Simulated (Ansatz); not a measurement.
# Is Mg (Magnesium, P6_3/mmc) stable when the ions move?, part 3 of 3

How do the phonons of Mg (Magnesium) change with temperature at fixed cell?

Ansatz 0.2.0; DFT PBEsol, scalar-relativistic, plane waves, PAW; PAW set soft_1.

So far. Step 2 (Probe on a coarse mesh): The start is under -1.1 GPa at this level and looks like a metal on this mesh. Step 4 (Tight relaxation): The residual pressure is 0.0029 GPa, small enough for phonons. The relaxed cell has a = 3.191, c = 5.101 Å (conventional setting).

## 5. Self-consistent phonons (continued)

800 K; each column in its own order of rank; one wavevector of each set of like ones; translations left out; no LO-TO term. Modes at 800K, by row:

```
    q1      q2   q3  rank  harmonic (cm⁻¹)  gaussian (cm⁻¹)  gaussian error (cm⁻¹)  hessian (cm⁻¹)  hessian error (cm⁻¹)  path integral (cm⁻¹)  path integral error (cm⁻¹)
     0       0    0     1            131.1            132.5                    0.2           116.8                   0.3                   111                         0.7
     0       0    0     2            131.1            132.5                    0.2           116.8                   0.3                   111                         0.7
     0       0    0     3            269.4            284.7                    0.4           272.7                   0.4                 272.1                         1.3
     0       0  0.5     1             97.6             97.5                    0.1            88.8                   0.1                    86                         0.5
     0       0  0.5     2             97.6             97.5                    0.1            88.8                   0.1                    86                         0.5
     0       0  0.5     3             97.6             97.5                    0.1            88.8                   0.1                    86                         0.5
     0       0  0.5     4             97.6             97.5                    0.1            88.8                   0.1                    86                         0.5
     0       0  0.5     5            177.3              191                    0.4           180.1                   0.6                 179.2                         0.8
     0       0  0.5     6            177.3              191                    0.4           180.1                   0.6                 179.2                         0.8
     0  0.3333    0     1            104.3            105.9                    0.1            97.2                   0.2                  94.9                         0.3
     0  0.3333    0     2            114.3            119.1                    0.2           108.1                   0.3                 105.3                         0.6
     0  0.3333    0     3            175.5            180.5                    0.1           169.5                   0.1                 166.2                         0.6
     0  0.3333    0     4            191.1            203.9                    0.1           193.2                   0.2                 192.2                         0.7
     0  0.3333    0     5            218.2            230.6                    0.1           217.8                   0.2                 215.6                         0.7
     0  0.3333    0     6            220.5              237                    0.2           222.5                   0.3                 219.6                         0.6
     0  0.3333  0.5     1            142.1            146.1                    0.1           134.8                   0.1                 132.2                         0.5
     0  0.3333  0.5     2            142.1            146.1                    0.1           134.8                   0.1                 132.2                         0.5
     0  0.3333  0.5     3            154.4            160.9                    0.1           150.3                   0.2                 148.2                         0.3
     0  0.3333  0.5     4            154.4            160.9                    0.1           150.3                   0.2                 148.2                         0.3
     0  0.3333  0.5     5              233            246.5                    0.1           234.2                   0.2                 231.7                         0.5
     0  0.3333  0.5     6              233            246.5                    0.1           234.2                   0.2                 231.7                         0.5
0.3333  0.3333    0     1            177.2            186.8                    0.2           172.1                   0.3                 169.8                         0.7
0.3333  0.3333    0     2            177.2            186.8                    0.2           172.1                   0.3                 169.8                         0.7
0.3333  0.3333    0     3            184.1              195                    0.1           182.7                   0.3                 179.1                         0.7
0.3333  0.3333    0     4            184.1            200.7                    0.2           182.7                   0.3                 179.1                         0.7
0.3333  0.3333    0     5            186.4            200.7                    0.2           186.2                   0.5                 184.3                         0.8
0.3333  0.3333    0     6              218            232.9                    0.5           220.9                   1.1                 217.8                         1.1
0.3333  0.3333  0.5     1            136.4            140.5                    0.1           128.1                   0.3                   125                         0.6
0.3333  0.3333  0.5     2            136.4            140.5                    0.1           128.1                   0.3                   125                         0.6
0.3333  0.3333  0.5     3            207.7            218.8                    0.2           207.8                   0.4                 204.6                         0.9
0.3333  0.3333  0.5     4            207.7            218.8                    0.2           207.8                   0.4                 204.6                         0.9
0.3333  0.3333  0.5     5            233.9              248                    0.2           233.2                   0.3                 231.2                         0.8
0.3333  0.3333  0.5     6            233.9              248                    0.2           233.2                   0.3                 231.2                         0.8
```

By temperature, by row:

```
T (K)  verdict  pressure (GPa)  error (GPa)  vibrational free energy (eV/cell)  entropy (J/mol-cell/K)  free energy beyond the Gaussian (eV/cell)  mean-square displacement of the first Mg, sum over three axes, rings (Å²)  rings doubtful
  300   stable          0.9219       0.0026                           -0.03109                   62.47                                   -0.00151                                                                    0.03722           false
  450   stable            1.28        0.011                            -0.1439                   81.48                                   -0.00356                                                                    0.05589           false
  600   stable           1.635        0.013                            -0.2818                   95.16                                   -0.00614                                                                    0.07596           false
  800   stable            2.11         0.01                            -0.4939                   108.9                                    -0.0108                                                                     0.1049           false
```

Table of lowest frequency on the supercell's wavevectors (translations apart) by temperature:

```
temperature (K)  harmonic (cm⁻¹)  gaussian (cm⁻¹)  hessian (cm⁻¹)  path integral (cm⁻¹)
            300             97.6             97.7            94.1                  93.9
            450             97.6             97.5            92.4                  91.8
            600             97.6             97.5            90.8                  89.5
            800             97.6             97.5            88.8                    86
```

Free-energy Hessian at 800 K, interpolated by phonopy, no LO-TO term. The phonon branches at the labelled points (cm⁻¹):

```
    point  branch 1  branch 2  branch 3  branch 4  branch 5  branch 6
        Γ         0         0         0       117       117       273
  halfway        83        85       157       159       193       240
        M       106       132       179       202       222       237
  halfway       136       145       183       194       211       229
        K       172       172       183       183       186       221
  halfway        98       113       142       190       197       232
        Γ         0         0         0       117       117       273
  halfway        50        50        92       110       110       247
        A        89        89        89        89       180       180
  halfway       123       123       142       142       213       213
        L       145       145       154       154       255       255
  halfway       132       132       183       183       247       247
        H       128       128       208       208       233       233
  halfway       124       124       156       156       219       219
        A        89        89        89        89       180       180
jump to L       145       145       154       154       255       255
  halfway       118       136       169       182       237       251
        M       106       132       179       202       222       237
jump to H       128       128       208       208       233       233
  halfway       141       141       194       217       217       218
        K       172       172       183       183       186       221
```

The lowest frequency on the supercell's wavevectors (translations apart) is 97.6 cm⁻¹ at 300 K (harmonic); 97.7 cm⁻¹ at 300 K (gaussian); 94.1 cm⁻¹ at 300 K (hessian). The highest branch reaches 273 cm⁻¹ on this path, at Γ.

## 6. What came out

| Item | Value |
| --- | --- |
| 300 K | stable; softest mode 94.1 cm⁻¹ (harmonic 97.6); pressure 0.922 GPa |
| 450 K | stable; softest mode 92.4 cm⁻¹ (harmonic 97.6); pressure 1.28 GPa |
| 600 K | stable; softest mode 90.8 cm⁻¹ (harmonic 97.6); pressure 1.64 GPa |
| 800 K | stable; softest mode 88.8 cm⁻¹ (harmonic 97.6); pressure 2.11 GPa |

What this shows: At fixed cell Mg (Magnesium) is judged stable at 300 K, stable at 450 K, stable at 600 K and stable at 800 K. The crystal is harmonically stable on these wavevectors; at fixed cell its lowest frequency is 97.6 cm⁻¹ in the harmonic picture and 88.8 cm⁻¹ from the free energy at 800 K. The free-energy curvature lies below the Gaussian's frequency because the cubic (bubble) term lowers it; of these two only the curvature can turn negative. At 800 K the largest relative shift among harmonically stable modes above 20 cm⁻¹ that exceeds three times its error is at q = (0, 0, 0): 131 cm⁻¹ becomes 117 ± 0.3 cm⁻¹, matching modes by rank. The pressure column includes 0.086 GPa of the lattice at rest on the supercell's coarser k-mesh; in the Gaussian the ions' motion adds +2.02 GPa at 800 K, from the supercell's own modes alone. The run ended at its frame limit. At 150 K no phonons came out: too few of the frames counted for the Gaussian that they led to. The cell is held fixed, the 36-atom supercell samples only its own wavevectors, and linewidths are not included; the verdicts are statistical. The PAW files were made for PBE and are used here under another functional, for which the program regenerates the frozen cores.

[Logs are printed without paths, hosts, clocks, repeated set-up lines and the standing remarks that a program may print on its own settings, such as how far it seeks lower states.]

[Hosts, paths, dates, database ids (printed as entryN), source tags and the programs' standing remarks are cut or masked in the printed files.]

[A step with changed settings may run another functional than the one named; its input shows which.]
